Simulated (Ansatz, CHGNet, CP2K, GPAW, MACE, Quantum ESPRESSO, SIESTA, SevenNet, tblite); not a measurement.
# Running random rock-salt alloy of NbC and TiC (64 atoms) with SIESTA, part 2 of 2

Aim: run random rock-salt alloy of NbC and TiC (64 atoms) in SIESTA and see how near its forces come to a plane-wave reference, and at what cost.

Program: SIESTA 5.4.2; the method stands at each step. Banners, paths, timers and routine set-up lines are dropped from the logs unmarked, and long logs keep their key lines alone; longer cuts are marked. The potentials were converted by us to PSML.

So far. Step 3 (PBE, SZ, shift 0.01 Ry, mesh 500 Ry): Against the first run (11 %), the force difference from the reference is 44 %, at 0.24 times the CPU time (on 1 against 2 cores), with 448 basis functions against 1024: the smaller basis costs accuracy. Step 4 (PBE, SZP, shift 0.01 Ry, mesh 500 Ry): Against the first run (11 %), the force difference from the reference is 17 %, at 0.71 times the CPU time, with 704 basis functions against 1024: the smaller basis costs accuracy.

### Step 5. PBE, DZP, shift 0.001 Ry, mesh 500 Ry

Method: Kohn-Sham DFT, PBE, PseudoDojo 0.4.1 norm-conserving pseudopotentials (converted to PSML), numerical atomic orbitals (DZP), diagonalisation.

File input.fdf:

```
SystemLabel cell
NumberOfAtoms 64
NumberOfSpecies 3
%block ChemicalSpeciesLabel
  1 22 Ti
  2 6 C
  3 41 Nb
%endblock ChemicalSpeciesLabel
LatticeConstant 1.0 Ang
%block LatticeVectors
  8.69160 0.00000 0.00000
  0.00000 8.69160 0.00000
  0.00000 0.00000 8.69160
%endblock LatticeVectors
PAO.BasisSize DZP
PAO.EnergyShift 0.001 Ry
XC.Functional GGA
XC.Authors PBE
MeshCutoff 500 Ry
%block kgrid_Monkhorst_Pack
  1 0 0 0.0
  0 1 0 0.0
  0 0 1 0.0
%endblock kgrid_Monkhorst_Pack
SolutionMethod diagon
OccupationFunction FD
ElectronicTemperature 580 K
SCF.Mixer.Method Pulay
SCF.Mixer.Weight 0.05
SCF.Mixer.History 8
SCF.Mix Hamiltonian
MaxSCFIterations 300
SCF.DM.Tolerance 1e-04
SCF.H.Tolerance 1.0e-3 eV
WriteForces T
Write.HirshfeldPop T
Write.VoronoiPop T
Write.DM F
Write.H F
XML.Write F
AtomicCoordinatesFormat Fractional
%block AtomicCoordinatesAndAtomicSpecies
[... 64 atom lines left out: the same atoms as in the first run ...]
%endblock AtomicCoordinatesAndAtomicSpecies
```

Command:

```sh
> OMP_NUM_THREADS=1 mpirun -np 4 siesta < input.fdf > output.txt
```

What it wrote:

```text
Version         : 5.4.2
reinit: System Name:
reinit: System Label: cell
initatom: Reading input for the pseudopotentials and atomic orbitals ----------
Species number:   1 Atomic number:   22 Label: Ti
Species number:   2 Atomic number:    6 Label: C
Species number:   3 Atomic number:   41 Label: Nb
Ground state valence configuration (from tables):   4s02  4p00  3d02  4f00
[... lines left out ...]
SCF Convergence by DM+H criterion
[... lines left out ...]
SCF cycle converged after 23 iterations
[... lines left out ...]
   Max    1.763604
[... lines left out ...]
   Max    1.763604    constrained
Stress tensor Voigt[x,y,z,yz,xz,xy] (kbar):      -28.39      -24.46      -25.88        1.31        1.09        2.57
[... lines left out ...]
siesta: FreeEng =    -57283.261234
[... lines left out ...]
siesta:         Fermi =      -9.086482
[... lines left out ...]
siesta:          26.24314176        -34.69264195  kBar
[... lines left out ...]
    (Free)Eharris+ p_basis*V_orbitals  =      -57187.977341 eV
Hirshfeld Atomic Populations:
Atom #   charge [q] valence [e]  Species
     1     0.239470   11.760530  Ti
     2    -0.262538    4.262538  C
     3     0.241131   11.758869  Ti
     4    -0.289562    4.289562  C
     5     0.239999   11.760001  Ti
     6    -0.278176    4.278176  C
[...]
15     0.517703   12.482297  Nb
[...]
19     0.532891   12.467109  Nb
[...]
39     0.519931   12.480069  Nb
[...]
--------------------
 Total    -0.000022
Voronoi Atomic Populations:
Atom #   charge [q] valence [e]  Species
[...]
39     0.712987   12.287013  Nb
[...]
43     0.708314   12.291686  Nb
[...]
61     0.363688   11.636312  Ti
    62    -0.410804    4.410804  C
    63     0.376068   11.623932  Ti
    64    -0.407317    4.407317  C
--------------------
 Total    -0.000022
```

Run time: 11 min. Hardware: 4 MPI ranks of Arm Neoverse V2, shared host; peak memory 4 GiB.

Compared with the plane-wave run:

```
r.m.s. force component                  : 0.5452 eV/Å
r.m.s. difference of force components   : 54.87 meV/Å
longest difference of force vectors     : 233.7 meV/Å
force difference over r.m.s. force      : 10.78 %
slope of forces against the reference's : 1.069
correlation of force components         : 0.997
pressure                                : 2.624 GPa
pressure difference                     : 1.239 GPa
```

Against the first run (11 %), the force difference from the reference is 11 %, at 4.3 times the CPU time (on 4 against 2 cores).

The run ends at a pressure of 2.62 GPa, with forces up to 1.9 eV/Å.

### Step 6. PBE, TZP, shift 0.01 Ry, mesh 500 Ry

Method: Kohn-Sham DFT, PBE, PseudoDojo 0.4.1 norm-conserving pseudopotentials (converted to PSML), numerical atomic orbitals (TZP), diagonalisation.

input.fdf, as its differences from that of step 5:

```diff
@@ -14,4 +14,4 @@
 %endblock LatticeVectors
-PAO.BasisSize DZP
-PAO.EnergyShift 0.001 Ry
+PAO.BasisSize TZP
+PAO.EnergyShift 0.01 Ry
 XC.Functional GGA
```

What it wrote:

```text
Version         : 5.4.2
reinit: System Name:
reinit: System Label: cell
initatom: Reading input for the pseudopotentials and atomic orbitals ----------
Species number:   1 Atomic number:   22 Label: Ti
Species number:   2 Atomic number:    6 Label: C
Species number:   3 Atomic number:   41 Label: Nb
Ground state valence configuration (from tables):   4s02  4p00  3d02  4f00
[... lines left out ...]
SCF Convergence by DM+H criterion
[... lines left out ...]
SCF cycle converged after 22 iterations
[... lines left out ...]
   Max    1.699395
[... lines left out ...]
   Max    1.699395    constrained
Stress tensor Voigt[x,y,z,yz,xz,xy] (kbar):        1.41        5.77        3.69        1.21        1.14        2.58
[... lines left out ...]
siesta: FreeEng =    -57269.401957
[... lines left out ...]
siesta:         Fermi =      -6.590437
[... lines left out ...]
siesta:          -3.62463779        -61.72446824  kBar
[... lines left out ...]
    (Free)Eharris+ p_basis*V_orbitals  =      -57212.921007 eV
Hirshfeld Atomic Populations:
Atom #   charge [q] valence [e]  Species
     1     0.221420   11.778580  Ti
     2    -0.251856    4.251856  C
     3     0.220464   11.779536  Ti
     4    -0.280919    4.280919  C
     5     0.222517   11.777483  Ti
     6    -0.271474    4.271474  C
[...]
15     0.568007   12.431993  Nb
[...]
19     0.586489   12.413511  Nb
[...]
39     0.569005   12.430995  Nb
[...]
--------------------
 Total    -0.000074
Voronoi Atomic Populations:
Atom #   charge [q] valence [e]  Species
[...]
39     0.780269   12.219731  Nb
[...]
43     0.775986   12.224014  Nb
[...]
61     0.345731   11.654269  Ti
    62    -0.413203    4.413203  C
    63     0.362814   11.637186  Ti
    64    -0.392135    4.392135  C
--------------------
 Total    -0.000074
```

Elapsed: 3.8 min, on 4 MPI ranks; peak memory 2.9 GiB.

Numbers from this run, and their distance from the reference:

```yaml
r_m_s_force_component: 0.5227 eV/Å
r_m_s_difference_of_force_components: 46.96 meV/Å
longest_difference_of_force_vectors: 183.8 meV/Å
force_difference_over_r_m_s_force: 9.231 %
slope_of_forces_against_the_reference_s: 1.023
correlation_of_force_components: 0.9962
pressure: -0.3625 GPa
pressure_difference: -1.748 GPa
```

Against the first run (11 %), the force difference from the reference is 9.2 %, at 1.5 times the CPU time (on 4 against 2 cores), with 1344 basis functions against 1024: the larger basis brings the forces nearer, though not the pressure.

The difference per atom is largest on C (0.094 eV/Å on average, against 0.031 on Nb).

### Step 7. All runs compared

Differences are against the plane-wave reference, forces as r.m.s. over components; share is that over the reference's r.m.s. force, slope the least-squares factor from reference forces to these. Total energies of different programs have different zeros and aren't compared.

| run | Δ force, r.m.s. (meV/Å) | share (%) | slope | Δ pressure (GPa) | cores | CPU time | memory (GiB) |
| --- | --- | --- | --- | --- | --- | --- | --- |
| reference | - | - | - | - | 2 | 6 min | 1.4 |
| SIESTA PBE, DZP, shift 0.01 Ry, mesh 500 Ry | 54.0 | 10.6 | 1.035 | -0.935 | 2 | 10 min | 2.0 |
| SIESTA PBE, SZ, shift 0.01 Ry, mesh 500 Ry (coarse) | 223 | 43.8 | 1.198 | -13.9 | 1 | 2.5 min | 0.88 |
| SIESTA PBE, SZP, shift 0.01 Ry, mesh 500 Ry (coarse) | 87 | 17.1 | 1.079 | -0.426 | 2 | 7.3 min | 1.8 |
| SIESTA PBE, DZP, shift 0.001 Ry, mesh 500 Ry | 54.9 | 10.8 | 1.069 | 1.24 | 4 | 44 min | 4.0 |
| SIESTA PBE, TZP, shift 0.01 Ry, mesh 500 Ry | 47.0 | 9.23 | 1.023 | -1.75 | 4 | 15 min | 2.9 |

Rows marked coarse were listed beforehand as settings not expected to be converged; some can still land near the reference.

CPU time is summed over cores on a shared host, where runs went side by side, so it is rough. Symmetry, cutoffs, thresholds, outputs and thread counts weren't matched or tuned between programs; memory under MPI is the largest rank's times the ranks.

Mean charges by element (e), by run and scheme:

| run | scheme | Ti | C | Nb |
| --- | --- | --- | --- | --- |
| SIESTA PBE, DZP, shift 0.01 Ry, mesh 500 Ry | Hirshfeld | +0.22 | -0.27 | +0.56 |
| SIESTA PBE, DZP, shift 0.001 Ry, mesh 500 Ry | Hirshfeld | +0.24 | -0.28 | +0.52 |
| SIESTA PBE, TZP, shift 0.01 Ry, mesh 500 Ry | Hirshfeld | +0.23 | -0.27 | +0.57 |

### Step 8. Results

| Property | Result |
| --- | --- |
| nearest in forces | SIESTA PBE, TZP, shift 0.01 Ry, mesh 500 Ry, 9.2 % |
| its CPU time | 15 min |

In words: The PBE runs in local orbitals, coarse settings apart, differ by 9.2 % (SIESTA PBE, TZP, shift 0.01 Ry, mesh 500 Ry) to 11 % (SIESTA PBE, DZP, shift 0.001 Ry, mesh 500 Ry); basis, grid and potentials can all enter. Runs with settings chosen to be coarse differ by 17 % (SIESTA PBE, SZP, shift 0.01 Ry, mesh 500 Ry) to 44 % (SIESTA PBE, SZ, shift 0.01 Ry, mesh 500 Ry), their programs' other errors included. One electronic-structure run takes under half the reference's CPU time: SIESTA PBE, SZ, shift 0.01 Ry, mesh 500 Ry, at 44 % in 2.5 min against 6 min; its pressure misses by -13.9 GPa. In pressure, SIESTA PBE, SZ, shift 0.01 Ry, mesh 500 Ry misses by -13.9 GPa, at the same functional. Charges hang on program or settings: among these rows the mean for Nb runs from +0.52 to +0.57 e. The reference's pressure holds the uncorrected Pulay stress of its 45 Ry basis, so small pressure differences, and their order, may be the reference's own error. The host structure and its lattice constant were typed by rule, without a check against the phase diagram. The electronic-structure runs sample only Γ, in a cell whose shortest periodic width is 9 Å, which is coarse for a cell with partly filled levels.

[Also dropped from logs without a mark: logging warnings of Python, and SIESTA's first energy breakdown and zero terms.]

[Logs are printed without paths, hosts, clocks, repeated set-up lines and the standing remarks that a program may print on its own settings, such as how far it seeks lower states.]

[Hosts, paths, dates, database ids (printed as entryN), source tags and the programs' standing remarks are cut or masked in the printed files.]
